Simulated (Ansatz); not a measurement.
An input for Ansatz 0.2.0 (Ag3AuSe2 (I4_132)):

```yaml
crystal:
  lattice:
    - [-4.975, 4.975, 4.975]
    - [4.975, -4.975, 4.975]
    - [4.975, 4.975, -4.975]
  atoms:
    - { symbol: Ag, position: [0.25, 0.6207106707, 0.3707106707] }
    - { symbol: Ag, position: [0.6207106707, 0.75, 0.3707106707] }
    - { symbol: Ag, position: [0.75, 0.8792893293, 0.1292893293] }
    - { symbol: Ag, position: [0.8792893293, 0.25, 0.1292893293] }
    - { symbol: Ag, position: [0.3707106707, 0.25, 0.6207106707] }
    - { symbol: Ag, position: [0.3707106707, 0.6207106707, 0.75] }
    - { symbol: Ag, position: [0.1292893293, 0.75, 0.8792893293] }
    - { symbol: Ag, position: [0.1292893293, 0.8792893293, 0.25] }
    - { symbol: Ag, position: [0.25, 0.1292893293, 0.8792893293] }
    - { symbol: Ag, position: [0.6207106707, 0.3707106707, 0.25] }
    - { symbol: Ag, position: [0.75, 0.3707106707, 0.6207106707] }
    - { symbol: Ag, position: [0.8792893293, 0.1292893293, 0.75] }
    - { symbol: Se, position: [0.5378148057, 0.5378148057, 0.5378148057] }
    - { symbol: Se, position: [0.5378148057, 0.5, 0.0] }
    - { symbol: Se, position: [0.5, 0.0, 0.9621851943] }
    - { symbol: Se, position: [0.0, 0.5378148057, 0.5] }
    - { symbol: Se, position: [0.9621851943, 0.5, 0.0] }
    - { symbol: Se, position: [0.9621851943, 0.9621851943, 0.9621851943] }
    - { symbol: Se, position: [0.0, 0.9621851943, 0.5] }
    - { symbol: Se, position: [0.5, 0.0, 0.5378148057] }
    - { symbol: Au, position: [0.25, 0.25, 0.25] }
    - { symbol: Au, position: [0.25, 0.5, 0.0] }
    - { symbol: Au, position: [0.5, 0.0, 0.25] }
    - { symbol: Au, position: [0.0, 0.25, 0.5] }
kpoints:
  mp_grid: { grid: [2, 2, 2] }
  band_path:
    path:
      - [0.0, 0.0, 0.0]
      - [0.5, -0.5, 0.5]
      - [0.0, 0.0, 0.5]
      - [0.25, 0.25, 0.25]
    npoints: 1
hamiltonian:
  xc: hse06
scf:
  occupations: { method: fixed }
  n_extra_bands: 12
output:
  eigenvalues: true
```

```sh
ansatz run input.yaml --threads 16 --pin off --max-ram 82944MiB --backend cuda --events-out ev --progress --plain --runs-dir out --devices 1 --max-vram 78GiB
```

Q: Estimate wall time and host memory on 1 × NVIDIA GB200 (shared by 2 runs) with 16 threads of Arm Neoverse V2, shared host.

It took 18 s; on shared hardware allow 8.9 s to 36 s. Peak host memory was 2.7 GiB. The sizes that set the cost: 9693 plane waves a state, 3 irreducible k points and 19 SCF cycles.

Exact exchange couples every pair of k points and filled bands, so it costs far more than a semilocal run.

[Paths, hosts, dates, memory and timing lines, banners, echoed tables and standing remarks are left out of the program output.]

[Logs are printed without paths, hosts, clocks, repeated set-up lines and the standing remarks that a program may print on its own settings, such as how far it seeks lower states.]

[Runs of the session that timed out or met a known fault of the program may be left out.]

[Cells called generated may have been cut or substituted from an entry of the Crystallography Open Database or the Materials Project.]

[Hosts, paths, dates, database ids (printed as entryN), source tags and the programs' standing remarks are cut or masked in the printed files.]
